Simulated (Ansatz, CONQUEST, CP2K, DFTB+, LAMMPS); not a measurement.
**DFTB+ runs on aqueous Ca2+ and TFSI-, 6.5 mol of salt per kg of water at 300 K (113 atoms)**

How do the settings of DFTB+ change the result for aqueous Ca2+ and TFSI-, 6.5 mol of salt per kg of water at 300 K (113 atoms)? A plane-wave run serves as the yardstick.

Method: the method is named at each step, in DFTB+ 25.1.

## Step 1: Set-up

The cell holds 113 atoms: 4 N, 8 S, 33 O, 8 C, 24 F, 34 H and 2 Ca. Its edges and angles: a = 11.188 Å, b = 11.188 Å, c = 11.188 Å, α = 90.0°, β = 90.0°, γ = 90.0°. 17 H2O, 2 Ca2+, 4 TFSI- placed at random, at 1.79 g/cm³; overlaps pushed apart, then 10 ps at 420 K with divalent ions of Li, Roberts, Chakravorty and Merz (J. Chem. Theory Comput. 9, 2733 (2013)); MMFF94 bonds, angles, torsions, charges and radii (Halgren, J. Comput. Chem. 17, 490 (1996)) in harmonic and 12-6 forms; SPC/E water (Berendsen, Grigera and Straatsma, J. Phys. Chem. 91, 6269 (1987)); charges of ions scaled by 0.85. Snapshot after 20 ps at 300 K and fixed volume.

The yardstick, on the same geometry:

- method: Kohn-Sham DFT, PBE, PAW, plane waves (Ansatz 0.2.0); cutoff 420 eV, Γ point, fermi-dirac smearing of 0.05 eV; PAW set soft_2
- r.m.s. force component: 0.9546 eV/Å
- longest force: 4.407 eV/Å
- pressure: -0.3382 GPa
- gap (highest filled to lowest empty level): 4.401 eV
- SCF cycles: 10
- time: 14 s on 4 threads of Intel Xeon 6975P-C (Granite Rapids), shared host
- CPU time: 50 s

## Step 2: GFN2-xTB

Method: GFN2-xTB tight binding, diagonalisation.

dftb_in.hsd reads:

```
Geometry = GenFormat {
  <<< geo.gen
}
Driver = {}
Hamiltonian = xTB {
  Method = "GFN2-xTB"
  SccTolerance = 1e-06
  MaxSccIterations = 300
  Mixer = Broyden { MixingParameter = 0.2 }
  Filling = Fermi { Temperature [K] = 580 }
  KPointsAndWeights = { 0.0 0.0 0.0 1.0 }
}
Analysis {
  PrintForces = Yes
  MullikenAnalysis = Yes
}
ParserOptions { ParserVersion = 14 }
```

geo.gen reads:

```
113 F
N S O C F H Ca
1 1 0.55062 0.72958 0.90502
2 2 0.62172 0.65359 0.81542
3 3 0.54800 0.61631 0.71435
4 3 0.69587 0.55632 0.86149
5 4 0.72631 0.76964 0.75984
6 5 0.69366 0.81574 0.64899
7 5 0.72948 0.86457 0.83863
8 5 0.83827 0.72150 0.75201
9 2 0.61527 0.74938 0.03038
10 3 0.56781 0.85133 0.09285
11 3 0.74646 0.73666 0.03249
12 4 0.55368 0.61775 0.10514
13 5 0.46881 0.66059 0.18331
14 5 0.50082 0.53602 0.02565
15 5 0.63321 0.55421 0.17688
16 1 0.71152 0.35257 0.59850
17 2 0.74086 0.38520 0.46657
18 3 0.63182 0.39574 0.39835
19 3 0.83845 0.31822 0.40397
20 4 0.78344 0.53838 0.47877
21 5 0.68708 0.61699 0.47934
22 5 0.83972 0.55533 0.58635
23 5 0.86155 0.57859 0.39077
24 2 0.82582 0.29290 0.66559
25 3 0.80383 0.25462 0.78944
26 3 0.94133 0.34777 0.64867
27 4 0.82857 0.15080 0.58618
28 5 0.72357 0.13394 0.51929
29 5 0.92985 0.14724 0.51212
30 5 0.83072 0.05296 0.65521
31 1 0.31165 0.03320 0.74883
32 2 0.42544 0.95695 0.72448
33 3 0.40554 0.83311 0.68826
34 3 0.51687 0.96997 0.81707
35 4 0.47498 0.03089 0.58883
36 5 0.49829 0.14834 0.61537
37 5 0.57604 0.97890 0.53263
38 5 0.39480 0.02245 0.50092
39 2 0.33099 0.14112 0.84578
40 3 0.22548 0.21235 0.85503
41 3 0.43772 0.21378 0.82658
42 4 0.34434 0.05974 0.98668
43 5 0.45409 0.06731 0.03327
44 5 0.26933 0.09722 0.07864
45 5 0.32322 0.93994 0.96868
46 1 0.97748 0.81839 0.18499
47 2 0.09502 0.83975 0.10620
48 3 0.20267 0.85529 0.18134
49 3 0.08959 0.92216 0.00506
50 4 0.10438 0.68270 0.04987
51 5 0.21709 0.64870 0.01096
52 5 0.07056 0.60870 0.13289
53 5 0.03025 0.66058 0.95767
54 2 0.98369 0.90415 0.29753
55 3 0.03568 0.02139 0.27526
56 3 0.03385 0.84850 0.40643
[... 57 atom lines left out ...]
0.0 0.0 0.0
11.18771 0.00000 0.00000
0.00000 11.18771 0.00000
0.00000 0.00000 11.18771
```

The run is started by

```bash
$ OMP_NUM_THREADS=1 dftb+ > output.txt
```

Output:

```text
Reading input file 'dftb_in.hsd'
Parser version: 14
--------------------------------------------------------------------------------
Processed input in HSD format written to 'dftb_pin.hsd'
Starting initialization...
--------------------------------------------------------------------------------
WARNING!
-> Dipole printed for extended system : value printed is not well defined
Mode:                        Static calculation
Self consistent charges:     Yes
SCC-tolerance:                 0.100000E-05
Max. scc iterations:                    300
Shell resolved Hubbard:      Yes
Spin polarisation:           No
Nr. of up electrons:           252.000000
Nr. of down electrons:         252.000000
Periodic boundaries:         Yes
Electronic solver:           Relatively robust
Mixer:                       Broyden mixer
Mixing parameter:                  0.200000
Nr. of chrg. vec. in memory:            300
Max. SCC-cycles:                        300
tblite library version:      0.3.0
-> parametrization:          GFN2-xTB
-> repulsion:                Yes
-> dispersion:               Yes
-> halogen bonding:          No
-> electrostatics:           Yes
   -> isotropic:             Yes
   -> anisotropic:           Yes
   -> third-order:           Yes
Electronic temperature:              0.183675E-02 H      0.499806E-01 eV
Initial charges:             Set automatically (system chrg:   0.000E+00)
Included shells:             N:  s, p
                             S:  s, p, d
                             O:  s, p
                             C:  s, p
                             F:  s, p
                             H:  s
                            Ca:  s, p, d
K-points and weights:           1:  0.000000  0.000000  0.000000     1.000000
K-points in absolute space:     1:  0.000000  0.000000  0.000000
Extra options:
                             Mulliken analysis
                             Force calculation
Force type                   original
--------------------------------------------------------------------------------
***  Geometry step: 0
 iSCC Total electronic   Diff electronic      SCC error
    1   -0.31759938E+03    0.00000000E+00    0.19498023E+01
    2   -0.32065681E+03   -0.31759938E+03    0.15251843E+01
    3   -0.32162115E+03   -0.30574258E+01    0.12611514E+01
    4   -0.32178044E+03   -0.96433794E+00    0.73270940E+00
    5   -0.32185843E+03   -0.15929328E+00    0.51823894E+00
    6   -0.32196054E+03   -0.77992351E-01    0.20071758E+00
    7   -0.32200845E+03   -0.10210441E+00    0.12290491E+00
    8   -0.32202713E+03   -0.47918812E-01    0.64134986E-01
    9   -0.32203754E+03   -0.18672112E-01    0.30922917E-01
   10   -0.32203679E+03   -0.10409733E-01    0.18862603E-01
   11   -0.32203534E+03    0.74874427E-03    0.88652700E-02
   12   -0.32203384E+03    0.14446490E-02    0.24490650E-02
   13   -0.32203342E+03    0.15070162E-02    0.12386477E-02
   14   -0.32203329E+03    0.41830077E-03    0.90155318E-03
   15   -0.32203326E+03    0.12582233E-03    0.50289187E-03
   16   -0.32203325E+03    0.30413361E-04    0.20729764E-03
   17   -0.32203326E+03    0.12356379E-04    0.94071649E-04
   18   -0.32203327E+03   -0.12880727E-04    0.59267381E-04
   19   -0.32203328E+03   -0.98347414E-05    0.30779182E-04
>> Charges saved for restart in charges.bin
   20   -0.32203328E+03   -0.63998950E-05    0.13151359E-04
   21   -0.32203328E+03   -0.16229341E-05    0.87486714E-05
   22   -0.32203328E+03   -0.42180892E-06    0.43680923E-05
   23   -0.32203328E+03    0.95644339E-07    0.20532921E-05
   24   -0.32203328E+03    0.86531145E-07    0.11625691E-05
>> Charges saved for restart in charges.bin
   25   -0.32203328E+03    0.17463725E-06    0.31928276E-06
Total Energy:                     -321.1961490619 H        -8740.1919 eV
Extrapolated to 0K:               -321.1961490619 H        -8740.1919 eV
Total Mermin free energy:         -321.1961490619 H        -8740.1919 eV
Force related energy:             -321.1961490619 H        -8740.1919 eV
Volume:                              0.944975E+04 au^3   0.140031E+04 A^3
Pressure:                           -0.175861E-03 au    -0.517400E+10 Pa
```

detailed.out:

```text
Fermi distribution function
Calculation with static geometry
********************************************************************************
 iSCC Total electronic   Diff electronic      SCC error
   25   -0.32203328E+03    0.17463725E-06    0.31928276E-06
********************************************************************************
 Total charge:    -0.00000000
 Atomic gross charges (e)
 Atom           Charge
    1      -0.67678142
    2       1.35665068
    3      -0.52326614
    4      -0.63340666
    5       0.33005731
    6      -0.17807736
    7      -0.19580386
    8      -0.16509828
    9       1.23431116
   10      -0.56498706
   11      -0.60108589
   12       0.32581083
[...]
109      -0.62734474
  110       0.34277943
  111       0.32654704
  112       0.65981284
  113       0.64067872
Fermi level:                        -0.3026824769 H           -8.2364 eV
Band energy:                      -295.7137293398 H        -8046.7800 eV
TS:                                  0.0000000000 H            0.0000 eV
Band free energy (E-TS):          -295.7137293398 H        -8046.7800 eV
Extrapolated E(0K):               -295.7137293398 H        -8046.7800 eV
Input / Output electrons (q):    504.0000000000    504.0000000000
Energy H0:                        -322.9839810474 H        -8788.8413 eV
Energy SCC:                          0.9507011161 H           25.8699 eV
Total Electronic energy:          -322.0332799314 H        -8762.9714 eV
Repulsive energy:                    1.0729560271 H           29.1966 eV
Total energy:                     -321.1961490619 H        -8740.1919 eV
Extrapolated to 0:                -321.1961490619 H        -8740.1919 eV
Total Mermin free energy:         -321.1961490619 H        -8740.1919 eV
Force related energy:             -321.1961490619 H        -8740.1919 eV
Non-constrained calculation
SCC converged
Total Forces
    1      0.000955207872      0.007877533708      0.024401196915
    2     -0.013848448281     -0.059595714938     -0.058252990545
    3      0.024004899715      0.011026422970      0.026645877687
    4     -0.011063252269      0.024488036758     -0.000252271144
    5      0.017716290996      0.027425051300     -0.014639672122
    6      0.014438491644     -0.016898542027      0.036295053809
    7      0.005415857370     -0.022441765040     -0.027029730276
    8     -0.027163255089      0.018603435466      0.002142971886
    9      0.041670353787      0.012851220440     -0.020022137965
   10      0.011360249347     -0.016325826807     -0.006867139726
   11     -0.045461102956      0.001736126546     -0.006505298877
[...]
109      0.009290268851     -0.016070260831     -0.004973628812
  110      0.015110235482      0.008221292391      0.021562531242
  111     -0.020822189794      0.016770272052     -0.011242787538
  112     -0.001992328240     -0.006946109845     -0.013230073718
  113     -0.000021283673      0.004503736024      0.005950373975
Total stress tensor
     -0.000191713734      0.000015648308     -0.000030242663
      0.000015648308     -0.000150696286     -0.000022065507
     -0.000030242663     -0.000022065507     -0.000185172432
Total lattice derivs
      0.085690622764     -0.006994351785      0.013517616062
     -0.006994351785      0.067356982136      0.009862658108
      0.013517616062      0.009862658108      0.082766845223
Maximal derivative component:        0.722802E-01 au
Volume:                              0.944975E+04 au^3
Pressure:                           -0.175861E-03 au    -0.517400E+10 Pa
Warning: dipole moment is not defined absolutely!
Dipole moment:    5.18710876    9.77617372   -4.71780249 au
Dipole moment:   13.18431644   24.84855705  -11.99145880 Debye
```

Elapsed: 9.9 s, on 1 thread of Intel Xeon 6975P-C (Granite Rapids), shared host; peak memory 0.45 GiB.

Banners, paths, timers and routine set-up lines are dropped from the logs unmarked, and long logs keep their key lines alone; longer cuts are marked.

Numbers from this run, and their distance from the reference:

| Quantity | Value |
| --- | --- |
| r.m.s. force component | 1.091 eV/Å |
| r.m.s. difference of force components | 488 meV/Å |
| longest difference of force vectors | 2360 meV/Å |
| force difference over r.m.s. force | 51.12 % |
| slope of forces against the reference's | 1.023 |
| correlation of force components | 0.8947 |
| gap (highest filled to lowest empty level) | 3.901 eV |
| gap difference | -0.5001 eV |
| pressure | -5.174 GPa |
| pressure difference | -4.836 GPa |

Length of the force difference by element (eV/Å):

```tsv
element	atoms	mean	most
C	8	0.49	0.93
Ca	2	0.42	0.48
F	24	0.54	1.0
H	34	0.48	0.86
N	4	1.1	1.4
O	33	0.96	1.7
S	8	1.5	2.4
```

Levels nearest the highest filled one (eV from it): -0.92, -0.91, -0.87, -0.79, -0.74, -0.65, -0.64, -0.58, -0.42, -0.36, -0.21, 0.00, 3.90, 4.42, 4.58, 4.84, 5.03, 5.09, 5.29, 5.39, 5.77, 5.94, 6.10, 6.12.

A closer look about S2, which bears the longest force: 9 atoms, nearest first, numbered in the order of the input, with positions taken from that point.

```tsv
atom	x	y	z	distance (Å)	bonds	Mulliken charge (e)	Fx	Fy	Fz (eV/Å)
S2	0.00	0.00	0.00	0.00	4	1.36	-0.71	-3.06	-3.00
O3	-0.82	-0.42	-1.13	1.46	2	-0.52	1.23	0.57	1.37
O4	0.83	-1.09	0.52	1.46	1	-0.63	-0.57	1.26	-0.01
N1	-0.80	0.85	1.00	1.54	2	-0.68	0.05	0.41	1.25
C5	1.17	1.30	-0.62	1.86	4	0.33	0.91	1.41	-0.75
S9	-0.07	1.07	2.40	2.63	4	1.23	2.14	0.66	-1.03
F8	2.42	0.76	-0.71	2.64	1	-0.17	-1.40	0.96	0.11
F7	1.21	2.36	0.26	2.66	1	-0.20	0.28	-1.15	-1.39
F6	0.80	1.81	-1.86	2.72	1	-0.18	0.74	-0.87	1.87
```

Forces lie 51 % from the reference's, at 0.19 times its CPU time (on 1 against 4 cores).

[end of part 1 of 2]

[Also dropped from logs without a mark: logging warnings of Python, and SIESTA's first energy breakdown and zero terms.]

[Logs are printed without paths, hosts, clocks, repeated set-up lines and the standing remarks that a program may print on its own settings, such as how far it seeks lower states.]

[Hosts, paths, dates, database ids (printed as entryN), source tags and the programs' standing remarks are cut or masked in the printed files.]

[The MMFF94 radii named for the starting cell were scaled by 0.96; in molecules described by MMFF94, hydrogen bound to N, O or S took a small fixed 12-6 site in their place.]
